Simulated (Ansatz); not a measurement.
# Ca on Ni(100): change of the work function, part 4 of 4

Aim: the work function of Ni(100) at several coverages of Ca (hollow site), and the dipole that each adsorbate carries.

Ansatz 0.2.0; plane-wave DFT, PBE, Ansatz PAW.

So far, work function, upper face (eV): step 2 (the clean slab) 4.88; step 3 (37 atoms, coverage 0.111 ML, cell 3x3) 2.48; step 4 (17 atoms, coverage 0.25 ML, cell 2x2) 2.24.

### Step 5. Adsorbate added, k-mesh 6×6×1, coverage 0.5 ML

System of this step: Ca/Ni(100). The cell holds 18 atoms: 16 Ni and 2 Ca. Cell: a = 4.978 Å, b = 4.978 Å, c = 25.775 Å, α = 90.0°, β = 90.0°, γ = 90.0°. Vacuum lies along c.

Another coverage, to see how the dipoles act on each other as their distance changes.

Input file input.yaml:

```yaml
crystal:
  lattice:
    - [4.9780317396, 0.0, 0.0]
    - [0.0, 4.9780317396, 0.0]
    - [0.0, 0.0, 25.775405062]
  atoms:
    - { symbol: Ni, position: [0.25, 0.25, 0.3491700704], spin: 0.76 }
    - { symbol: Ni, position: [0.0, 0.0, 0.4174522175], spin: 0.69 }
    - { symbol: Ni, position: [0.25, 0.25, 0.4865936708], spin: 0.7 }
    - { symbol: Ni, position: [0.0, 0.0, 0.5522947776], spin: 0.76 }
    - { symbol: Ni, position: [0.25, 0.75, 0.3491700704], spin: 0.76 }
    - { symbol: Ni, position: [0.0, 0.5, 0.4174522175], spin: 0.69 }
    - { symbol: Ni, position: [0.25, 0.75, 0.4865936708], spin: 0.7 }
    - { symbol: Ni, position: [0.0, 0.5, 0.5522947776], spin: 0.76 }
    - { symbol: Ni, position: [0.75, 0.25, 0.3491700704], spin: 0.76 }
    - { symbol: Ni, position: [0.5, 0.0, 0.4174522175], spin: 0.69 }
    - { symbol: Ni, position: [0.75, 0.25, 0.4865936708], spin: 0.7 }
    - { symbol: Ni, position: [0.5, 0.0, 0.5522947776], spin: 0.76 }
    - { symbol: Ni, position: [0.75, 0.75, 0.3491700704], spin: 0.76 }
    - { symbol: Ni, position: [0.5, 0.5, 0.4174522175], spin: 0.69 }
    - { symbol: Ni, position: [0.75, 0.75, 0.4865936708], spin: 0.7 }
    - { symbol: Ni, position: [0.5, 0.5, 0.5522947776], spin: 0.76 }
    - { symbol: Ca, position: [0.25, 0.25, 0.6508299296] }
    - { symbol: Ca, position: [0.75, 0.75, 0.6508299296] }
magnetization:
  spin_polarized: true
kpoints:
  mp_grid: { grid: [6, 6, 1] }
hamiltonian:
  xc: pbe
scf:
  occupations: { method: fermi_dirac, width: 0.1 }
  convergence: { dr2_threshold: 1.0e-08 }
efield:
  axis: 3
  dipole_correction: true
  ramp_position: 0.97
  ramp_width: 0.06
relax:
  f_tol: 0.02
  max_steps: 60
  constraints: [{ sites: [0, 1, 4, 5, 8, 9, 12, 13] }]
output:
  dos: { projected: true, e_range: [-8, 4] }
  write_potential: true
  write_density: true
  volumetric_format: npy
  elf: true
```

Command:

```sh
> ansatz run input.yaml --threads 4 --pin off --max-ram 16384MiB --backend cpu --events-out ev --progress --plain --runs-dir out
```

Numbers of over 12 decimals in the logs are rounded to 6 here.

The log of the run:

```text
[...]
Crystal: 18 atoms, lattice volume = 638.735 Å³
Basis set: ecut = 420 eV, 12507 PW (Γ), exchange–correlation on 72×72×360 points (8 copies of the dense FFT grid, shifted against one another)
Bands: 192, of which v1, the nominal top of the filled ones, is band 154 counted from 1 (153 counted from 0)
[...]
- { symbol: Ni, position: [0.750000, 0.750000, 0.349170] }
    - { symbol: Ni, position: [0.5, 0.5, 0.4174522175] }
    - { symbol: Ni, position: [0.750000, 0.750000, 0.485907] }
    - { symbol: Ni, position: [0.5, 0.5, 0.553228] }
    - { symbol: Ca, position: [0.25, 0.25, 0.638660] }
    - { symbol: Ca, position: [0.750000, 0.750000, 0.638660] }
[key lines of the parts left out:]
SCF converged after 15 iterations
Magnetization: 9.2339 μB (158.6170 up, 149.3830 down)
Free energy (F): -97064.914267 eV
Fermi energy:    3.187089 eV
Dipole field:    D = 0.065369 V/Å  (p = 0.230744 e·Å, saw-weighted, corrected)
Work function:   Φ+ = 3.1987 eV   Φ− = 4.8836 eV
```

Wall time 15 min (4 threads of Arm Neoverse V1, shared host); peak memory 3.9 GiB; 59 min of CPU time.

The steps of the relaxation:

```csv
step,energy less that of the first step (eV),largest force component (eV/Å)
1,0.0000,0.7943
2,-0.2570,0.4008
3,-0.2250,0.5825
4,-0.2928,0.2858
5,-0.3196,0.0343
6,-0.3199,0.0042
```

Relaxation step 3 was tried and not accepted.

Forces are held to the 16 operations that the run works with; a distortion that breaks them can't arise in this run.

The atoms that moved most (Å):

```
atom     dx     dy      dz  length
Ca18  0.000  0.000  -0.314   0.314
Ca17  0.000  0.000  -0.314   0.314
 Ni4  0.000  0.000   0.024   0.024
 Ni8  0.000  0.000   0.024   0.024
Ni16  0.000  0.000   0.024   0.024
Ni12  0.000  0.000   0.024   0.024
 Ni3  0.000  0.000  -0.018   0.018
Ni15  0.000  0.000  -0.018   0.018
```

The relaxed structure:

```
Ni Ca
1.0
     4.97803    0.00000    0.00000
     0.00000    4.97803    0.00000
     0.00000    0.00000   25.77541
Ni Ca
16 2
Direct
  0.25000 0.25000 0.34917
  0.00000 0.00000 0.41745
  0.25000 0.25000 0.48591
  0.00000 0.00000 0.55323
  0.25000 0.75000 0.34917
  0.00000 0.50000 0.41745
  0.25000 0.75000 0.48658
  0.00000 0.50000 0.55323
  0.75000 0.25000 0.34917
  0.50000 0.00000 0.41745
  0.75000 0.25000 0.48658
  0.50000 0.00000 0.55323
  0.75000 0.75000 0.34917
  0.50000 0.50000 0.41745
  0.75000 0.75000 0.48591
  0.50000 0.50000 0.55323
  0.25000 0.25000 0.63866
  0.75000 0.75000 0.63866
```

Running mean over 1.76 Å of the planar mean; the ramp of the sawtooth is left out. Table of electron's electrostatic potential energy less the Fermi level by z:

| z (Å) | electron's electrostatic potential energy less the Fermi level (eV) |
| --- | --- |
| 3.5 | 4.88 |
| 4.0 | 4.88 |
| 4.5 | 4.88 |
| 5.0 | 4.88 |
| 5.5 | 4.87 |
| 6.0 | 4.84 |
| 6.5 | 4.74 |
| 7.0 | 4.38 |
| 7.5 | 2.92 |
| 8.0 | -1.71 |
| 8.5 | -7.38 |
| 9.0 | -9.86 |
| 9.5 | -10.2 |
| 10.0 | -10.3 |
| 10.5 | -10.3 |
| 11.0 | -10.3 |
| 11.5 | -10.2 |
| 12.0 | -10.3 |
| 12.5 | -10.4 |
| 13.0 | -10.6 |
| 13.5 | -10.6 |
| 14.0 | -10.3 |
| 14.5 | -9.44 |
| 15.0 | -6.52 |
| 15.5 | -4.11 |
| 16.0 | -5.09 |
| 16.5 | -6.32 |
| 17.0 | -5.24 |
| 17.5 | -2.12 |
| 18.0 | 0.678 |
| 18.5 | 2.05 |
| 19.0 | 2.69 |
| 19.5 | 2.99 |
| 20.0 | 3.11 |
| 20.5 | 3.17 |
| 21.0 | 3.19 |
| 21.5 | 3.19 |
| 22.0 | 3.20 |
| 22.5 | 3.20 |

The relaxation took 6 steps and lowered the energy by 0.32 eV; the largest force on the free atoms ends at 0.0042 eV/Å.

The covered face has 3.20 eV, -1.68 eV against the clean one; the bare back face has moved by +0.00 eV, a measure of how thin the slab is.

### Step 6. Work function against coverage

This step: plane-wave DFT, PBE, Ansatz PAW; work function against coverage (Ansatz 0.2.0).

The runs are now put side by side.

Numbers from this step:

- work function of the clean face: 4.883 eV
- largest change of the work function: -2.640 eV

Work function of the covered face against coverage:

| coverage (adsorbates/nm²) | work function of the covered face (eV) |
| --- | --- |
| 0.00 | 4.88 |
| 1.79 | 2.48 |
| 4.04 | 2.24 |
| 8.07 | 3.20 |

The dipole per adsorbate comes from the change of the cell's dipole. Coverage, by row:

```csv
coverage (1/nm²),coverage (ML),work function (eV),change (eV),"dipole per adsorbate, positive end outwards (debye)",mean height of the added atoms over the highest substrate atom (Å)
1.793,0.1111,2.483,-2.4,3.577,2.071
4.035,0.25,2.243,-2.64,1.746,2.115
8.071,0.5,3.199,-1.684,0.554,2.202
```

### Step 7. Summary of results

```yaml
work_function_of_the_clean_face: 4.88 eV
work_function_at_0p11_ml: 2.48 eV
work_function_at_0p25_ml: 2.24 eV
work_function_at_0p5_ml: 3.20 eV
dipole_per_adsorbate_at_0p11_ml_positive_end_outwards: 3.58 D
```

Ca lowers the work function of Ni(100) at the lowest coverage, by 2.40 eV: the adsorbate layer has its positive end outwards. The dipole per adsorbate falls from 3.58 to 0.55 D as the layer fills. Neighbouring dipoles depolarise each other, and heights and bonding change with coverage too. The work function passes a minimum near 0.25 ML among the coverages run and rises again. The slab has 4 layers, at the tabulated experimental lattice constant, one starting site was run, and quantum-size effects of a slab this thin can reach one or two tenths of an eV. The magnetic order is the one reached from the typed start; other orders were not compared.

[Logs are printed without paths, hosts, clocks, repeated set-up lines and the standing remarks that a program may print on its own settings, such as how far it seeks lower states.]

[Hosts, paths, dates, database ids (printed as entryN), source tags and the programs' standing remarks are cut or masked in the printed files.]

[Maps of the electrostatic potential energy from Ansatz leave out the sawtooth potential of an applied field or a dipole correction, so their vacuum need not be flat; planar profiles and work functions include it.]
